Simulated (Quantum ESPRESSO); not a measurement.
# Voltage at the next charge: Ir(111), 5 layers against an electrode

**Set-up.** Quantum ESPRESSO 7.5, LDA, GBRV ultrasoft; ESM with bc3, a metal electrode 6.00 Å above the top atoms; cell area 6.385 Å²; ions fixed. V is the potential energy of an electron at the electrode over the slab's Fermi level, divided by e, so that it equals the work function at zero charge; positive charge removes electrons.

```tsv
charge (e a cell)	V (V)
0	5.893
0.0096	7.086
0.0192	8.289
```

To predict: What is V at a charge of 0.0383 e, and what capacitance do the rows imply?

**Fit.** The last two rows give dV/dq = (8.289 − 7.086)/(0.0192 − 0.0096) = 125.3 V/e, so C = 1602/(6.385 × 125.3) = 2.00 µF/cm², an effective gap of 8.854/2.00 = 4.42 Å. At constant C, V = 8.289 + 125.3 × 0.0191 = 10.68 V.

**Check.** V = 10.705 V; the estimate misses by −0.02 V, 0.9 % of the step. Over the three intervals C goes 2.02, 2.00 and 1.98 µF/cm².

**Limits.** Vacuum fills the gap; a dielectric or electrolyte would change C. The slab is thin.

[Logs are printed without paths, hosts, clocks, repeated set-up lines and the standing remarks that a program may print on its own settings, such as how far it seeks lower states.]
